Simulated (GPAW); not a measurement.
# S/Ta(100): work function by functional and basis

Wanted: work functions and dipole of S/Ta(100), with the cost of each level.

Main program and level: GPAW 26.7.0; GPAW, PAW setups; slab in vacuum, relaxation, in the first sound run; inputs show where later runs differ.

### 1. Starting point

The cell holds 6 atoms: 5 Ta and 1 S. Its edges and angles: a = 3.310 Å, b = 3.310 Å, c = 22.986 Å, α = 90.0°, β = 90.0°, γ = 90.0°. Vacuum lies along c.

### 2. Relaxing the atoms

Forces are removed first; all later runs use this geometry. The lowest 3 atoms are held at bulk positions and keep their forces.

run.py reads:

```python
import json
import numpy as np
from ase import Atoms
from ase.constraints import FixAtoms
from ase.optimize import BFGS
from gpaw import GPAW, PW

slab = Atoms(
    ['Ta', 'Ta', 'Ta', 'Ta', 'Ta', 'S'],
    positions=[
        [0.00000, 0.00000, 7.00000],
        [1.65500, 1.65500, 8.65500],
        [0.00000, 0.00000, 10.31000],
        [1.65500, 1.65500, 11.96500],
        [0.00000, 0.00000, 13.62000],
        [1.65500, 0.00000, 15.98614]],
    cell=[[3.31, 0.0, 0.0], [0.0, 3.31, 0.0], [0.0, 0.0, 22.98614]],
    pbc=[True, True, False])

slab.calc = GPAW(mode=PW(400), xc='PBE', kpts={'size': (10, 10, 1), 'gamma': True},
                 occupations={'name': 'fermi-dirac', 'width': 0.1}, nbands='160%',
                 convergence={'density': 1e-05}, maxiter=200,
                 poissonsolver={'dipolelayer': 'xy'},
                 symmetry={'tolerance': 1e-3, 'extra_ids': [1, 1, 1, 0, 0, 0]}, txt='slab.txt')
result = {}
slab.set_constraint(FixAtoms([0, 1, 2]))
path = []
opt = BFGS(slab, maxstep=0.2)
opt.attach(lambda: path.append((slab.get_potential_energy(), slab.positions.tolist(), slab.get_forces().tolist())))
result['relaxed'] = bool(opt.run(fmax=0.03, steps=40))
result['path'] = path
energy = slab.get_potential_energy()
fermi = slab.calc.get_fermi_level()
v = slab.calc.get_electrostatic_potential().mean((0, 1)) - fermi
n = slab.calc.get_pseudo_density().mean((0, 1))
L = slab.cell[2, 2]
z = np.arange(len(v)) * L / len(v)
low, high = slab.positions[:, 2].min(), slab.positions[:, 2].max()
below, above = np.interp([low - 4.8, high + 4.8], z, v)
slopes = [np.interp(x, z, np.gradient(v, z)) for x in (low - 4.8, high + 4.8)]
eps = np.array([[slab.calc.get_eigenvalues(k, s) for k in range(len(slab.calc.get_ibz_k_points()))]
                for s in range(slab.calc.get_number_of_spins())]) - fermi
top, bottom = eps[eps < 0].max(), eps[eps > 0].min()
dipole = slab.get_dipole_moment()[2]
print(f'energy {energy:.4f} eV, Fermi level {fermi:.4f} eV, dipole {dipole:.5f} e A')
print(f'potential 4.8 A off the faces, from the Fermi level: lower {below:.4f} eV, upper {above:.4f} eV')
print(f'slope of the potential there: lower {slopes[0]:.5f}, upper {slopes[1]:.5f} eV/A')
print(f'nearest levels on the mesh: {top:.4f} and {bottom:.4f} eV')
print('magnetic moment', round(slab.get_magnetic_moment(), 3))
result.update(energy=energy, fermi=fermi, dipole=dipole, below=below, above=above, slopes=slopes, edges=[top, bottom],
              z=z.tolist(), v=v.tolist(), n=n.tolist(), positions=slab.positions.tolist(),
              forces=slab.get_forces(apply_constraint=False).tolist(), moments=slab.get_magnetic_moments().tolist())
json.dump(result, open('result.json', 'w'))
```

On the command line:

```console
$ OMP_NUM_THREADS=1 OPENBLAS_NUM_THREADS=1 python run.py
```

The log of the run:

```text
Step          Energy          fmax
BFGS:    0      -50.598230        2.761286
BFGS:    1      -50.805413        2.832450
BFGS:    2      -51.709985        1.922251
BFGS:    3      -51.666936        2.839471
BFGS:    4      -51.878676        0.658536
BFGS:    5      -51.889500        0.315789
BFGS:    6      -51.894177        0.365440
BFGS:    7      -51.899934        0.399583
BFGS:    8      -51.906407        0.278400
BFGS:    9      -51.909864        0.343691
BFGS:   10      -51.913724        0.362083
BFGS:   11      -51.919215        0.307884
BFGS:   12      -51.925900        0.275899
BFGS:   13      -51.930050        0.176478
BFGS:   14      -51.931227        0.038720
BFGS:   15      -51.931298        0.003591
energy -51.8248 eV, Fermi level 2.0766 eV, dipole -0.11094 e A
potential 4.8 A off the faces, from the Fermi level: lower 3.9753 eV, upper 5.8094 eV
slope of the potential there: lower -0.00358, upper 0.00010 eV/A
nearest levels on the mesh: -0.0016 and 0.0189 eV
magnetic moment 0.0
```

It took 74 min on 1 thread of Arm Neoverse V1, shared host; peak memory 0.38 GiB.

Relaxation path:

```
step  energy less that of the first step (eV)  largest force (eV/Å)
   1                                   0.0000                2.7613
   2                                  -0.2091                2.8325
   3                                  -1.1177                1.9223
   4                                  -1.0719                2.8395
   5                                  -1.2866                0.6585
   6                                  -1.2970                0.3158
   7                                  -1.3013                0.3654
   8                                  -1.3066                0.3996
   9                                  -1.3128                0.2784
  10                                  -1.3164                0.3437
  11                                  -1.3205                0.3621
  12                                  -1.3263                0.3079
  13                                  -1.3330                0.2759
  14                                  -1.3368                0.1765
  15                                  -1.3377                0.0387
  16                                  -1.3377                0.0036
```

The atoms that moved most (Å):

```
atom     dx     dy      dz  length
  S6  0.000  0.000  -0.514   0.514
 Ta5  0.000  0.000   0.130   0.130
 Ta4  0.000  0.000   0.021   0.021
```

Final coordinates:

```xyz
6
Lattice="3.3100 0.0000 0.0000 0.0000 3.3100 0.0000 0.0000 0.0000 22.9861" Properties=species:S:1:pos:R:3
Ta    0.0000    0.0000    7.0000
Ta    1.6550    1.6550    8.6550
Ta    0.0000    0.0000   10.3100
Ta    1.6550    1.6550   11.9865
Ta    0.0000    0.0000   13.7503
S     1.6550    0.0000   15.4718
```

This step gave:

- dipole along the normal: -0.1109 e·Å
- levels nearest the Fermi level on the mesh: -0.001581, 0.01894 eV from the Fermi level
- upper work function: 5.809 eV
- lower work function: 3.975 eV

Table of electrostatic potential energy of an electron (without an applied field's), less the Fermi level, planar mean by z:

```
z (Å)  electrostatic potential energy of an electron (without an applied field's), less the Fermi level, planar mean (eV)
  0.0                                                                                                                4.89
  0.5                                                                                                                3.98
  1.0                                                                                                                3.98
  1.5                                                                                                                3.98
  2.0                                                                                                                3.98
  2.5                                                                                                                3.97
  3.0                                                                                                                3.97
  3.5                                                                                                                3.95
  4.0                                                                                                                3.90
  4.5                                                                                                                3.75
  5.0                                                                                                                3.34
  5.5                                                                                                                2.20
  6.0                                                                                                              -0.900
  6.5                                                                                                               -9.12
  7.0                                                                                                               -17.6
  7.5                                                                                                               -10.4
  8.0                                                                                                               -7.78
  8.5                                                                                                               -16.2
  9.0                                                                                                               -13.0
  9.5                                                                                                               -6.97
 10.0                                                                                                               -13.6
 10.5                                                                                                               -15.6
 11.0                                                                                                               -7.29
 11.5                                                                                                               -10.2
 12.0                                                                                                               -17.0
 12.5                                                                                                               -9.15
 13.0                                                                                                               -6.15
 13.5                                                                                                               -15.1
 14.0                                                                                                               -14.7
 14.5                                                                                                               -4.31
 15.0                                                                                                               -4.83
 15.5                                                                                                               -13.4
 16.0                                                                                                               -1.56
 16.5                                                                                                                4.21
 17.0                                                                                                                5.48
 17.5                                                                                                                5.74
 18.0                                                                                                                5.79
 18.5                                                                                                                5.81
 19.0                                                                                                                5.81
 19.5                                                                                                                5.81
 20.0                                                                                                                5.81
 20.5                                                                                                                5.81
 21.0                                                                                                                5.81
 21.5                                                                                                                5.81
 22.0                                                                                                                5.81
 22.5                                                                                                                5.81
```

Table of pseudo valence density, planar mean by z:

z (Å), pseudo valence density, planar mean (e/Å³) and a bar from the least value:
```
     0.00       0.00 
     0.64       0.00 
     1.28       0.00 
     1.92       0.00 
     2.55       0.00 
     2.98       0.00 
     3.62       0.00 
     4.26       0.00 
     4.90       0.01 
     5.53       0.04 #
     6.17       0.19 #####
     6.81       0.95 ###########################
     7.45       0.61 #################
     8.09       0.52 ###############
     8.51       1.04 #############################
     9.15       0.57 ################
     9.79       0.55 ###############
    10.43       1.06 ##############################
    11.07       0.41 ###########
    11.71       0.85 ########################
    12.34       0.74 #####################
    12.98       0.38 ###########
    13.62       1.02 #############################
    14.26       0.49 ##############
    14.69       0.33 #########
    15.32       0.35 ##########
    15.96       0.29 ########
    16.60       0.06 ##
    17.24       0.01 
    17.88       0.00 
    18.52       0.00 
    19.16       0.00 
    19.79       0.00 
    20.22       0.00 
    20.86       0.00 
    21.50       0.00 
    22.13       0.00 
    22.77       0.00
```

The relaxation lowered the energy of the cell by 1.34 eV (energies extrapolated to zero smearing; the optimiser's log prints free energies). The largest force left on a free atom is 0.0036 eV/Å.

### 3. Plane waves, PBE

The work function is the vacuum plateau of the electrostatic potential less the Fermi level; a dipole layer lets the two faces have plateaus of their own.

This step: GPAW, PAW setups; slab in vacuum (GPAW 26.7.0).

run.py, as its differences from that of step 2:

```diff
@@ -3,4 +3,2 @@
 from ase import Atoms
-from ase.constraints import FixAtoms
-from ase.optimize import BFGS
 from gpaw import GPAW, PW
@@ -13,5 +11,5 @@
         [0.00000, 0.00000, 10.31000],
-        [1.65500, 1.65500, 11.96500],
-        [0.00000, 0.00000, 13.62000],
-        [1.65500, 0.00000, 15.98614]],
+        [1.65500, 1.65500, 11.98648],
+        [0.00000, 0.00000, 13.75034],
+        [1.65500, -0.00000, 15.47176]],
     cell=[[3.31, 0.0, 0.0], [0.0, 3.31, 0.0], [0.0, 0.0, 22.98614]],
@@ -23,10 +21,4 @@
                  poissonsolver={'dipolelayer': 'xy'},
-                 symmetry={'tolerance': 1e-3, 'extra_ids': [1, 1, 1, 0, 0, 0]}, txt='slab.txt')
+                 symmetry={'tolerance': 1e-3}, txt='slab.txt')
 result = {}
-slab.set_constraint(FixAtoms([0, 1, 2]))
-path = []
-opt = BFGS(slab, maxstep=0.2)
-opt.attach(lambda: path.append((slab.get_potential_energy(), slab.positions.tolist(), slab.get_forces().tolist())))
-result['relaxed'] = bool(opt.run(fmax=0.03, steps=40))
-result['path'] = path
 energy = slab.get_potential_energy()
```

The log of the run:

```text
energy -51.8248 eV, Fermi level 2.0766 eV, dipole -0.11101 e A
potential 4.8 A off the faces, from the Fermi level: lower 3.9754 eV, upper 5.8094 eV
slope of the potential there: lower -0.00356, upper 0.00009 eV/A
nearest levels on the mesh: -0.0015 and 0.0189 eV
magnetic moment 0.0
```

It took 4.8 min on 1 thread; peak memory 0.37 GiB.

This step gave:

```yaml
dipole_along_the_normal: -0.1110 e·Å
levels_nearest_the_fermi_level_on_the_mesh: -0.001548, 0.01892 eV from the Fermi level
```

The electrostatic potential energy of an electron (without an applied field's), less the Fermi level, planar mean oscillates, so the rows of the table below give means over windows of 1.7 Å about each position, cut where the curve ends. Its maxima inside the range that stand out by 2 % of the span (Å: eV): 7.9: -6.95, 9.5: -6.90, 11.2: -6.59, 12.9: -5.52, 14.7: -2.73, 22.5: 5.81. Its minima: 7.0: -17.6, 8.6: -17.2, 10.3: -17.2, 12.0: -17.0, 13.7: -17.7, 15.4: -13.7.

Electrostatic potential energy of an electron (without an applied field's), less the Fermi level, planar mean against z; means over each step:

```
z (Å)  electrostatic potential energy of an electron (without an applied field's), less the Fermi level, planar mean (eV)
 0.85                                                                                                                4.08
 2.55                                                                                                                3.97
 4.25                                                                                                                3.76
 5.95                                                                                                               -2.61
 7.65                                                                                                               -12.1
 9.35                                                                                                               -12.0
11.05                                                                                                               -11.7
12.75                                                                                                               -10.9
14.45                                                                                                               -9.08
16.15                                                                                                               -1.80
17.85                                                                                                                5.75
19.55                                                                                                                5.81
21.25                                                                                                                5.81
```

The pseudo valence density, planar mean oscillates, so the rows of the table below give means over windows of 1 Å about each position, cut where the curve ends. Its maxima inside the range that stand out by 2 % of the span (Å: e/Å³): 7.0: 1.10, 8.7: 1.10, 10.2: 1.08, 11.9: 1.09, 13.8: 1.04, 15.1: 0.390, 15.7: 0.334. Its minima: 7.9: 0.422, 9.6: 0.421, 11.1: 0.407, 12.8: 0.377, 14.7: 0.332, 15.5: 0.309.

Pseudo valence density, planar mean against z; means over each step:

```
z (Å)  pseudo valence density, planar mean (e/Å³)
    2                                      3.5e-5
    3                                      2.9e-4
    4                                     0.00233
    5                                      0.0177
    6                                       0.173
    7                                       0.831
    8                                       0.594
    9                                       0.761
   10                                       0.779
   11                                       0.566
   12                                       0.861
   13                                       0.512
   14                                       0.754
   15                                       0.355
   16                                       0.244
   17                                      0.0290
   18                                     0.00119
   19                                      5.3e-5
```

Force by atom:

```
atom  x (eV/Å)  y (eV/Å)  z (eV/Å)  size
 Ta1      0.00      0.00      1.17  1.17
 Ta2      0.00      0.00     -1.16  1.16
 Ta3      0.00      0.00      0.00  0.00
 Ta4      0.00      0.00      0.00  0.00
 Ta5      0.00      0.00      0.00  0.00
  S6      0.00      0.00      0.00  0.00
```

The potential is flat to 0.004 eV/Å where it is read, so the vacuum is wide enough.

(Continued in part 2 of 3.)

[Logs are printed without paths, hosts, clocks, repeated set-up lines and the standing remarks that a program may print on its own settings, such as how far it seeks lower states.]

[Hosts, paths, dates, database ids (printed as entryN), source tags and the programs' standing remarks are cut or masked in the printed files.]
